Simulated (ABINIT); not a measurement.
**InP (F-43m): G0W0 with ABINIT, start to end**

Aim: the G0W0 gap of InP (F-43m) on PBE, step by step.

Method: PBE and many-body steps on it, plane waves, in ABINIT 10.8.3.

**1. The system as given**

The structure is cubic, space group F-43m (No. 216). The conventional cell has a = 5.869 Å, b = 5.869 Å, c = 5.869 Å, α = 90.00°, β = 90.00°, γ = 90.00°. Nearest to In lie 4 P at 2.54 Å. P has 4 In at 2.54 Å nearest. Farther neighbours, and contacts between anions beyond the nearest, are not listed.

Coordinates:

```cif
data_structure
_symmetry_space_group_name_H-M 'P 1'
_symmetry_Int_Tables_number 1
_cell_length_a 4.1498
_cell_length_b 4.1498
_cell_length_c 4.1498
_cell_angle_alpha 60.000
_cell_angle_beta 60.000
_cell_angle_gamma 60.000
_cell_volume 50.53
loop_
_atom_site_label
_atom_site_type_symbol
_atom_site_fract_x
_atom_site_fract_y
_atom_site_fract_z
_atom_site_occupancy
In1 In 0.00000 0.00000 0.00000 1
P2 P 0.25000 0.25000 0.25000 1
```

The cell and positions come from the Crystallography Open Database and are kept as given unless a step says otherwise.

**2. Ground state**

This step: ABINIT 10.8.3; DFT, PBE, plane waves, norm-conserving pseudopotentials.

The ground-state density comes first.

File run.abi:

```
acell 3*1.0 Angstrom
rprim 
  -0.000000000000 2.934350000000 2.934350000000
  2.934350000000 -0.000000000000 2.934350000000
  2.934350000000 2.934350000000 -0.000000000000
ntypat 2
znucl 49 15
natom 2
typat 1 2
xred 
  0.000000000000 0.000000000000 0.000000000000
  0.250000000000 0.250000000000 0.250000000000
pp_dirpath "pseudos"
pseudos "In.upf, P.upf"
ecut 33
ngkpt 6 6 6
nshiftk 1
shiftk 0 0 0
kptopt 1
chksymbreak 0
nband 18
occopt 1
tolvrs 1e-10
nstep 60
prtwf 0
optforces 0
optstress 0
indata_prefix "in"
outdata_prefix "out"
tmpdata_prefix "tmp"
```

Run with:

```sh
$ OMP_NUM_THREADS=1 mpirun -n 4 abinit run.abi > log
```

Log:

```text
.Version 10.8.3 of ABINIT. v10.8.2 released Aug 2026.

 Symmetries : space group F-4 3 m (#216); Bravais cF (face-center cubic)
================================================================================
 Values of the parameters that define the memory need of the present run
     intxc =       0    ionmov =       0      iscf =       7    lmnmax =       6
     lnmax =       6     mgfft =      45  mpssoang =       3    mqgrid =    3001
     natom =       2  nloc_mem =       1    nspden =       1   nspinor =       1
    nsppol =       1      nsym =      24    n1xccc =    2501    ntypat =       2
    occopt =       1   xclevel =       2
-    mband =          18        mffmem =           1         mkmem =           4
       mpw =        3104          nfft =       91125          nkpt =          16
================================================================================
  Rough estimation (10% accuracy) of disk space for files :
================================================================================

--------------------------------------------------------------------------------
------------- Echo of variables that govern the present computation ------------
--------------------------------------------------------------------------------
 -outvars: echo values of preprocessed input variables --------
            acell      1.8897261259E+00  1.8897261259E+00  1.8897261259E+00 Bohr

      chksymbreak           0
             ecut      3.30000000E+01 Hartree
-          fftalg         312

              ixc     -101130
              kpt      0.00000000E+00  0.00000000E+00  0.00000000E+00
                       1.66666667E-01  0.00000000E+00  0.00000000E+00
                       3.33333333E-01  0.00000000E+00  0.00000000E+00
                       5.00000000E-01  0.00000000E+00  0.00000000E+00
                       1.66666667E-01  1.66666667E-01  0.00000000E+00
                       3.33333333E-01  1.66666667E-01  0.00000000E+00
                       5.00000000E-01  1.66666667E-01  0.00000000E+00
                      -3.33333333E-01  1.66666667E-01  0.00000000E+00
                      -1.66666667E-01  1.66666667E-01  0.00000000E+00
   [... 5 further rows ...]
                      -3.33333333E-01  3.33333333E-01  1.66666667E-01
                      -3.33333333E-01  5.00000000E-01  1.66666667E-01
         kptrlatt        6    0    0      0    6    0      0    0    6
          kptrlen      4.70518853E+01
P           mkmem           4
            natom           2
            nband          18
            ngfft          45      45      45
             nkpt          16
            nstep          60
             nsym          24
           ntypat           2
              occ      2.000000  2.000000  2.000000  2.000000  2.000000  2.000000
                       2.000000  2.000000  2.000000  2.000000  2.000000  2.000000
                       2.000000  0.000000  0.000000  0.000000  0.000000  0.000000
        optforces           0
        optstress           0
            prtwf           0
            rprim     -0.0000000000E+00  2.9343500000E+00  2.9343500000E+00
[...]
spgroup         216

           tolvrs      1.00000000E-10

             xred      0.0000000000E+00  0.0000000000E+00  0.0000000000E+00
[...]
znucl       49.00000   15.00000

================================================================================

 chkinp: Checking input parameters for consistency.

================================================================================
== DATASET  1 ==================================================================
-   mpi_nproc: 4, omp_nthreads: 1 (-1 if OMP is not activated)

--- !DatasetInfo
iteration_state: {dtset: 1, }
dimensions: {natom: 2, nkpt: 16, mband: 18, nsppol: 1, nspinor: 1, nspden: 1, mpw: 3104, }
cutoff_energies: {ecut:  33.0, pawecutdg:  -1.0, }
electrons: {nelect:   2.60000000E+01, charge:   0.00000000E+00, occopt:   1.00000000E+00, tsmear:   1.00000000E-02, }

 Real(R)+Recip(G) space primitive vectors, cartesian coordinates (Bohr,Bohr^-1):
 R(1)=  0.0000000  5.5451179  5.5451179  G(1)= -0.0901694  0.0901694  0.0901694
 R(2)=  5.5451179  0.0000000  5.5451179  G(2)=  0.0901694 -0.0901694  0.0901694
 R(3)=  5.5451179  5.5451179  0.0000000  G(3)=  0.0901694  0.0901694 -0.0901694
 Unit cell volume ucvol=  3.4100625E+02 bohr^3
 Angles (23,13,12)=  6.00000000E+01  6.00000000E+01  6.00000000E+01 degrees

 getcut: wavevector=  0.0000  0.0000  0.0000  ngfft=  45  45  45
         ecut(hartree)=     33.000   => boxcut(ratio)=   2.16973

--- Pseudopotential description ------------------------------------------------
- In Generated using ONCVPSP code by D. R. Hamann
- 49.00000  21.00000  171031                  znucl, zion, pspdat
12 -101130 2 -1 1964                          pspcod,pspxc,lmax,lloc,mmax
     nproj     2     2     2
  pspatm : epsatm=   33.77322108
         --- l  ekb(1:nproj) -->
[...]
pspatm: atomic psp has been read  and splines computed

- P Generated using ONCVPSP code by D. R. Hamann
- 15.00000   5.00000  171031                  znucl, zion, pspdat
12 -101130 2 -1 1298                          pspcod,pspxc,lmax,lloc,mmax
     nproj     2     2     2
  pspatm : epsatm=    8.05910421
         --- l  ekb(1:nproj) -->
[...]
2   -3.154982   -0.827415
 pspatm: atomic psp has been read  and splines computed

   1.08764046E+03                                ecore*ucvol(ha*bohr**3)
--------------------------------------------------------------------------------

_setup2: Arith. and geom. avg. npw (full set) are    3085.792    3085.771

================================================================================

--- !BeginCycle
iteration_state: {dtset: 1, }
solver: {iscf: 7, nstep: 60, nline: 4, wfoptalg: 0, }
tolerances: {tolvrs: 1.00E-10, }

     iter   Etot(hartree)      deltaE(h)  residm     vres2
 ETOT  1  -206.02448098893    -2.060E+02 2.006E-01 1.798E+02
 ETOT  2  -206.37957298910    -3.551E-01 7.285E-03 1.860E+01
 ETOT  3  -206.38183846316    -2.265E-03 1.870E-02 7.032E-01
 ETOT  4  -206.38187289972    -3.444E-05 1.332E-03 1.543E-01
 ETOT  5  -206.38188994096    -1.704E-05 5.514E-04 9.235E-03
 ETOT  6  -206.38189219044    -2.249E-06 2.339E-05 2.217E-03
 ETOT  7  -206.38189251365    -3.232E-07 1.575E-05 4.211E-06
 ETOT  8  -206.38189251432    -6.703E-10 7.250E-07 7.024E-08
 ETOT  9  -206.38189251433    -1.236E-11 5.387E-07 2.608E-09
 ETOT 10  -206.38189251434    -3.439E-12 6.526E-08 2.217E-10
 ETOT 11  -206.38189251434    -2.615E-12 1.863E-08 1.083E-11

 At SCF step   11       vres2   =  1.08E-11 < tolvrs=  1.00E-10 =>converged.

--- !ResultsGS
iteration_state: {dtset: 1, }
comment   : Summary of ground state results
lattice_vectors:
- [ -0.0000000,   5.5451179,   5.5451179, ]
- [  5.5451179,  -0.0000000,   5.5451179, ]
- [  5.5451179,   5.5451179,  -0.0000000, ]
lattice_lengths: [   7.84198,    7.84198,    7.84198, ]
lattice_angles: [ 60.000,  60.000,  60.000, ] # degrees, (23, 13, 12)
lattice_volume:   3.4100625E+02
convergence: {deltae: -2.615E-12, res2:  1.083E-11, residm:  1.863E-08, diffor:  0.000E+00, }
etotal    :  -2.06381893E+02
entropy   :   0.00000000E+00
fermie    :   1.80897190E-01
cartesian_stress_tensor: null
pressure_GPa: null
xred      :
- [  0.0000E+00,   0.0000E+00,   0.0000E+00, In]
- [  2.5000E-01,   2.5000E-01,   2.5000E-01,  P]
cartesian_forces: null
force_length_stats: {min: null, max: null, mean: null, }

 Integrated electronic density in atomic spheres:
 ------------------------------------------------
 Atom  Sphere_radius  Integrated_density
    1        2.00000         17.83551814
    2        2.00000          2.76432611
================================================================================

 ----iterations are completed or convergence reached----

 Mean square residual over all n,k,spin=   11.300E-11; max=  18.633E-09
 reduced coordinates (array xred) for    2 atoms
       0.000000      0.000000      0.000000
       0.250000      0.250000      0.250000
 rms dE/dt=  0.0000E+00; max dE/dt=  0.0000E+00; dE/dt below (all hartree)
    1       0.000000      0.000000      0.000000
    2       0.000000      0.000000      0.000000

 cartesian coordinates (angstrom) at end:
    1      0.000000     0.000000     0.000000
    2      1.467175     1.467175     1.467175
 length scales=  1.889726  1.889726  1.889726 bohr
              =  1.000000  1.000000  1.000000 angstroms
 prteigrs : about to open file out_EIG
 Fermi (or HOMO) energy (hartree) =   0.18090   Average Vxc (hartree)=  -0.34739
 Eigenvalues (hartree) for nkpt=  16  k points:
 kpt#   1, nband= 18, wtk=  0.00463, kpt=  0.0000  0.0000  0.0000 (reduced coord)
  -4.04732   -2.52125   -2.52125   -2.52125   -0.34094   -0.34094   -0.34094   -0.33551
  -0.33551   -0.24140    0.18090    0.18090    0.18090    0.20616    0.33111    0.33111
   0.33111    0.49603
 prteigrs : prtvol=0 or 1, do not print more k-points.

--- !EnergyTerms
iteration_state     : {dtset: 1, }
comment             : Components of total free energy in Hartree
kinetic             :  7.020980E+01
hartree             :  7.456621E+01
xc                  : -3.013991E+01
Ewald energy        : -1.039181E+02
psp_core            :  3.189503E+00
local_psp           : -2.044677E+02
non_local_psp       : -1.582166E+01
total_energy        : -2.063819E+02
total_energy_eV     : -5.615937E+03
band_energy         : -2.650963E+01

== END DATASET(S) ==============================================================
================================================================================

 -outvars: echo values of variables after computation  --------
           etotal     -2.0638189251E+02
            nband          18
             nkpt          16
          spgroup         216
 [... the other variables as echoed above ...]

 Calculation completed.
```

Elapsed: 14 s, on 4 MPI ranks of Arm Neoverse V1, shared host; peak memory 0.32 GiB; 54 s of CPU time.

This step gave:

- total energy: -5615.9374 eV
- gap: 0.6874 eV
- k of the valence top: 0, 0, 0
- k of the conduction bottom: 0, 0, 0
- least direct gap: 0.6874 eV

The gap is direct, at Γ.

(Continued in part 2 of 3.)

[Long decimals in the printed logs are rounded to 6 places.]

[Logs are printed without paths, hosts, clocks, repeated set-up lines and the standing remarks that a program may print on its own settings, such as how far it seeks lower states.]

[Paths, hosts, dates, memory and timing lines, banners, echoed tables and standing remarks are left out of the program output; an Ansatz launch command may be rebuilt from the run's recorded settings. Measured values are a selection of at most five: reports struck by readers or far from the other reports are left out. None is set beside runs whose start may be inverted or whose files or cutoffs have a known fault.]

[Runs of the session that timed out or met a known fault of the program may be left out.]

[Hosts, paths, dates, database ids (printed as entryN), source tags and the programs' standing remarks are cut or masked in the printed files.]

[G0W0 gaps are taken among the corrected bands and points alone; a level outside them can change the order at an edge.]

[Where Ansatz stands beside ABINIT at settings called matched, ABINIT's density can come from a denser mesh and the files from another edition; pairs whose starting gaps differed by over 0.03 eV were left out, so agreement reads better than it is.]
